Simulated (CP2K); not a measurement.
Consider disiloxane at its PBE geometry (Å).

```xyz
9

Si    1.5155   -0.3203    0.0446
O    -0.0200   -0.2585   -0.5487
Si   -1.5195    0.2795   -0.1305
H     2.3826   -0.9525   -0.9844
H     2.0076    1.0561    0.3448
H     1.5552   -1.1260    1.2995
H    -1.9992   -0.4242    1.0946
H    -2.4407    0.0000   -1.2632
H    -1.4813    1.7459    0.1432
```

Method: CP2K XAS_TDP, all-electron GAPW, PBEh(45%), aug-pc-1, TDA, GW2X-corrected core level, ZORA, spin–orbit coupling.

Predict the bright core excitations at the Si L₂,₃ edge.

Leading lines: Si1 106.24 eV. The leading line of an atom is its first one with 35 % of the strongest within 2.5 eV of its lowest line over the strength cut. Core ionisation energies at this level: Si1 108.48/108.53/109.12 eV; the 2p½ level lies 0.61 eV above the 2p3/2 pair.

The first six lines of each atom with a strength over 0.0003:

```csv
atom,energy (eV),states,"strength, one atom",above the computed threshold
"Si1 (bonded to O and 3 H), 2 alike",104.90,2,0.0042,
,105.05,1,0.0012,
,105.46,2,0.0035,
,105.64,1,0.0028,
,106.09,2,0.0004,
,106.24,3,0.0149,
```

Lines are vertical, at one geometry, with no vibrational structure. GW2X ionisation energies and lines can be off by 1 to 2 eV either way, and a good line position may hide errors that cancel. Rydberg lines, and the discretised continuum above threshold, depend on the basis and the box.

[Banner, clock and machine lines of the logs are left out without a mark of their own.]

[Logs are printed without paths, hosts, clocks, repeated set-up lines and the standing remarks that a program may print on its own settings, such as how far it seeks lower states.]

[Hosts, paths, dates, database ids (printed as entryN), source tags and the programs' standing remarks are cut or masked in the printed files.]
